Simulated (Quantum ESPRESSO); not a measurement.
## Collinear magnetic orders of CoO with Quantum ESPRESSO

Does CoO prefer parallel or opposed moments?

Program: Quantum ESPRESSO 7.5. Level of theory: PBE with U = 3.5 eV on Co d (ortho-atomic projectors); plane waves with GBRV 1.5 PBE potentials, no spin-orbit coupling. Results are calculated unless marked as measured.

## Step 1: The starting structure

Symmetry: Fm-3m, No. 225, cubic system. Conventional cell: a = 4.263 Å, b = 4.263 Å, c = 4.263 Å, α = 90.00°, β = 90.00°, γ = 90.00°. Nearest to Co lie 6 O at 2.13 Å. Nearest to O lie 6 Co at 2.13 Å. Farther neighbours and most contacts between anions are not listed.

The cell comes from the Crystallography Open Database.

## Step 2: Start 1: ferro +

The signs are those of the starting moments on the seeded atoms, the atoms that are given a moment.

File pw.in:

```
&CONTROL
  calculation = 'scf'
  prefix = 'pwscf'
  outdir = './tmp'
  pseudo_dir = './pseudo'
  disk_io = 'nowf'
/
&SYSTEM
  ibrav = 0
  celldm(1) = 8
  nat = 2
  ntyp = 2
  ecutwfc = 40
  ecutrho = 280
  nbnd = 20
  occupations = 'smearing'
  smearing = 'fd'
  degauss = 0.00367493
  nspin = 2
  starting_magnetization(1) = 0.1765
  starting_magnetization(2) = 0
/
&ELECTRONS
  conv_thr = 4d-09
  electron_maxstep = 150
  mixing_beta = 0.3
/
ATOMIC_SPECIES
Co     58.9332 co_pbe_v1.2.uspp.F.UPF
O      15.9990 o_pbe_v1.2.uspp.F.UPF
CELL_PARAMETERS alat
   0.0000000000000    0.5034939043300    0.5034939043300
   0.5034939043300    0.0000000000000    0.5034939043300
   0.5034939043300    0.5034939043300    0.0000000000000
ATOMIC_POSITIONS crystal
Co      0.0000000000    0.0000000000    0.0000000000
O       0.5000000000    0.5000000000    0.5000000000
K_POINTS automatic
10 10 10 0 0 0
HUBBARD {ortho-atomic}
U Co-3d 3.5000
```

Command:

```sh
$ OMP_NUM_THREADS=1 mpirun -n 2 pw.x -nk 2 -in pw.in > pw.out
```

What it wrote:

```text
Program PWSCF v.7.5 starts

     Message from routine setup:
     using ibrav=0 with symmetry is DISCOURAGED, use correct ibrav instead

     K-points division:     npool     =       2
     Subspace diagonalization in iterative solution of the eigenvalue problem:

     G-vector sticks info
     --------------------
     sticks:   dense  smooth     PW     G-vecs:    dense   smooth      PW
     Sum         637     361    121                10417     4477     893

     Using Slab Decomposition

     bravais-lattice index     =            0
     lattice parameter (alat)  =       8.0000  a.u.
     unit-cell volume          =     130.7021 (a.u.)^3
     number of atoms/cell      =            2
     number of atomic types    =            2
     number of electrons       =        23.00
     number of Kohn-Sham states=           20
     kinetic-energy cutoff     =      40.0000  Ry
     charge density cutoff     =     280.0000  Ry
     scf convergence threshold =      4.0E-09
     mixing beta               =       0.3000
     number of iterations used =            8  plain     mixing
     Exchange-correlation= SLA  PW   PBE  PBE
                           (   1   4   3   4   0   0   0)
     Hubbard projectors: ortho-atomic
     Hubbard parameters of DFT+U (Dudarev formulation) in eV:
     U(Co-3d) =  3.5000

     Internal variables: lda_plus_u =T, lda_plus_u_kind = 0

     Internal variables: orbital_resolved =F, hub_pot_fix =F, apply_U = F

     celldm(1)=   8.000000  celldm(2)=   0.000000  celldm(3)=   0.000000
     celldm(4)=   0.000000  celldm(5)=   0.000000  celldm(6)=   0.000000

     crystal axes: (cart. coord. in units of alat)
               a(1) = (   0.000000   0.503494   0.503494 )
               a(2) = (   0.503494   0.000000   0.503494 )
               a(3) = (   0.503494   0.503494   0.000000 )

     reciprocal axes: (cart. coord. in units 2 pi/alat)
               b(1) = ( -0.993061  0.993061  0.993061 )
               b(2) = (  0.993061 -0.993061  0.993061 )
               b(3) = (  0.993061  0.993061 -0.993061 )

     PseudoPot. # 1 for Co read from file:
     co_pbe_v1.2.uspp.F.UPF
     Pseudo is Ultrasoft + core correction, Zval = 17.0
     Generated by new atomic code, or converted to UPF format
     Using radial grid of  863 points,  6 beta functions with:
                l(1) =   0
                l(2) =   0
                l(3) =   1
                l(4) =   1
                l(5) =   2
                l(6) =   2
     Q(r) pseudized with  8 coefficients,  rinner =    1.200   1.200   1.200
                                                       1.200   1.200

     PseudoPot. # 2 for O  read from file:
     o_pbe_v1.2.uspp.F.UPF
     Pseudo is Ultrasoft + core correction, Zval =  6.0
     Generated by new atomic code, or converted to UPF format
     Using radial grid of  737 points,  5 beta functions with:
                l(1) =   0
                l(2) =   0
                l(3) =   1
                l(4) =   1
                l(5) =   2
     Q(r) pseudized with  8 coefficients,  rinner =    0.900   0.900   0.900
                                                       0.900   0.900

     atomic species   valence    mass     pseudopotential
     Co               17.00    58.93320     Co( 1.00)
     O                 6.00    15.99900     O ( 1.00)

     Starting magnetic structure
     atomic species   magnetization
     Co              0.176
     O               0.000

     48 Sym. Ops., with inversion, found

   Cartesian axes

     site n.     atom                  positions (alat units)
         1        Co     tau(   1) = (   0.0000000   0.0000000   0.0000000  )
         2        O      tau(   2) = (   0.5034939   0.5034939   0.5034939  )

     number of k points=    47  Fermi-Dirac smearing, width (Ry)=  0.0037
                       cart. coord. in units 2pi/alat
        k(    1) = (   0.0000000   0.0000000   0.0000000), wk =   0.0010000
        k(    2) = (   0.0993061   0.0993061  -0.0993061), wk =   0.0080000
        k(    3) = (   0.1986121   0.1986121  -0.1986121), wk =   0.0080000
        k(    4) = (   0.2979182   0.2979182  -0.2979182), wk =   0.0080000
        k(    5) = (   0.3972243   0.3972243  -0.3972243), wk =   0.0080000
        [... 42 further k-points ...]

     Dense  grid:    10417 G-vectors     FFT dimensions: (  32,  32,  32)

     Smooth grid:     4477 G-vectors     FFT dimensions: (  24,  24,  24)

     Check: negative core charge=   -0.000039
     Generating pointlists ...
     new r_m :   0.2077 (alat units)  1.6615 (a.u.) for type    1
     new r_m :   0.2077 (alat units)  1.6615 (a.u.) for type    2

     Initial potential from superposition of free atoms

     starting charge      22.0000, renormalised to      23.0000

     STARTING HUBBARD OCCUPATIONS:

     =================== HUBBARD OCCUPATIONS ===================
     ------------------------ ATOM    1 ------------------------
     Tr[ns(  1)] (up, down, total) =   5.00000  2.00000  7.00000
     Atomic magnetic moment for atom   1 =   3.00000
     [... lines left out ...]
     Number of occupied Hubbard levels =    7.0000

     Atomic wfc used for Hubbard projectors are orthogonalized

     Starting wfcs are   17 randomized atomic wfcs +    3 random wfcs

     Self-consistent Calculation

     iteration #  1     ecut=    40.00 Ry     beta= 0.30
     Davidson diagonalization with overlap
     ethr =  1.00E-02,  avg # of iterations =  5.1

     =================== HUBBARD OCCUPATIONS ===================
     ------------------------ ATOM    1 ------------------------
     Tr[ns(  1)] (up, down, total) =   4.64983  0.91727  5.56709
     Atomic magnetic moment for atom   1 =   3.73256
     [... lines left out ...]
     Number of occupied Hubbard levels =    5.5671

     total energy              =    -328.79794794 Ry
     estimated scf accuracy    <       6.06041065 Ry

     total magnetization       =     3.68 Bohr mag/cell
     absolute magnetization    =     3.76 Bohr mag/cell

     iteration #  2     ecut=    40.00 Ry     beta= 0.30
     Davidson diagonalization with overlap
     ethr =  1.00E-02,  avg # of iterations =  2.0

     total energy              =    -329.75089793 Ry
     estimated scf accuracy    <       5.12695592 Ry

     total magnetization       =     1.03 Bohr mag/cell
     absolute magnetization    =     1.06 Bohr mag/cell

     iteration #  3     ecut=    40.00 Ry     beta= 0.30
     Davidson diagonalization with overlap
     ethr =  1.00E-02,  avg # of iterations =  1.1

     total energy              =    -330.56211273 Ry
     estimated scf accuracy    <       0.21020879 Ry

     total magnetization       =     3.02 Bohr mag/cell
     absolute magnetization    =     3.05 Bohr mag/cell

     [... further iterations left out ...]

     iteration # 14     ecut=    40.00 Ry     beta= 0.30
     Davidson diagonalization with overlap
     ethr =  9.67E-09,  avg # of iterations =  1.0

     total energy              =    -330.59483357 Ry
     estimated scf accuracy    <       0.00000055 Ry

     total magnetization       =     2.99 Bohr mag/cell
     absolute magnetization    =     3.02 Bohr mag/cell

     iteration # 15     ecut=    40.00 Ry     beta= 0.30
     Davidson diagonalization with overlap
     ethr =  2.39E-09,  avg # of iterations =  1.0

     total energy              =    -330.59483350 Ry
     estimated scf accuracy    <       0.00000042 Ry

     total magnetization       =     2.99 Bohr mag/cell
     absolute magnetization    =     3.02 Bohr mag/cell

     iteration # 16     ecut=    40.00 Ry     beta= 0.30
     Davidson diagonalization with overlap
     ethr =  1.83E-09,  avg # of iterations =  1.0

     total energy              =    -330.59483348 Ry
     estimated scf accuracy    <       0.00000010 Ry

     total magnetization       =     2.99 Bohr mag/cell
     absolute magnetization    =     3.02 Bohr mag/cell

     iteration # 17     ecut=    40.00 Ry     beta= 0.30
     Davidson diagonalization with overlap
     ethr =  4.28E-10,  avg # of iterations =  2.0

     Magnetic moment per site  (integrated on atomic sphere of radius R)
     atom   1 (R=0.208)  charge= 14.5960  magn=  2.6107
     atom   2 (R=0.208)  charge=  5.7897  magn=  0.2775

     End of self-consistent calculation

     =================== HUBBARD OCCUPATIONS ===================
     ------------------------ ATOM    1 ------------------------
     Tr[ns(  1)] (up, down, total) =   4.97548  2.30880  7.28427
     Atomic magnetic moment for atom   1 =   2.66668
     [... lines left out ...]
     Number of occupied Hubbard levels =    7.2843

     [... lines left out ...]
     the Fermi energy is    13.1947 ev

!    total energy              =    -330.59483350 Ry
     estimated scf accuracy    <          7.3E-10 Ry
     smearing contrib. (-TS)   =      -0.00264840 Ry
     internal energy E=F+TS    =    -330.59218509 Ry

     The total energy is F=E-TS. E is the sum of the following terms:
     one-electron contribution =    -182.91345714 Ry
     hartree contribution      =     104.80706004 Ry
     xc contribution           =     -40.03812594 Ry
     ewald contribution        =    -212.56286172 Ry
     Hubbard energy            =       0.11519967 Ry

     total magnetization       =     2.99 Bohr mag/cell
     absolute magnetization    =     3.02 Bohr mag/cell

     convergence has been achieved in  17 iterations

=------------------------------------------------------------------------------=
   JOB DONE.
=------------------------------------------------------------------------------=
```

The job ended after 22 s (2 MPI ranks of Intel Xeon Platinum 8488C (Sapphire Rapids), shared host; peak memory 0.18 GiB; 35 s of CPU time).

Spin moment in the atom's sphere by atom:

```
atom  spin moment in the atom's sphere (μB)
 Co1                                   2.61
  O2                                   0.28
```

Read from the output:

| Quantity | Value |
| --- | --- |
| smearing term TS | 0.03603 eV |
| magnetization | 2.991 μB |
| absolute magnetization | 3.019 μB |
| final state | ferromagnetic |

(Part 1 of 2 ends here.)

[Logs and program files are shortened in this print: banners, set-up blocks, solver, clock and traceback lines can be left out without a mark of their own.]

[Logs are printed without paths, hosts, clocks, repeated set-up lines and the standing remarks that a program may print on its own settings, such as how far it seeks lower states.]

[Hosts, paths, dates, database ids (printed as entryN), source tags and the programs' standing remarks are cut or masked in the printed files.]

[Where a cell is said to come from a database of computed structures, the database is the Materials Project.]
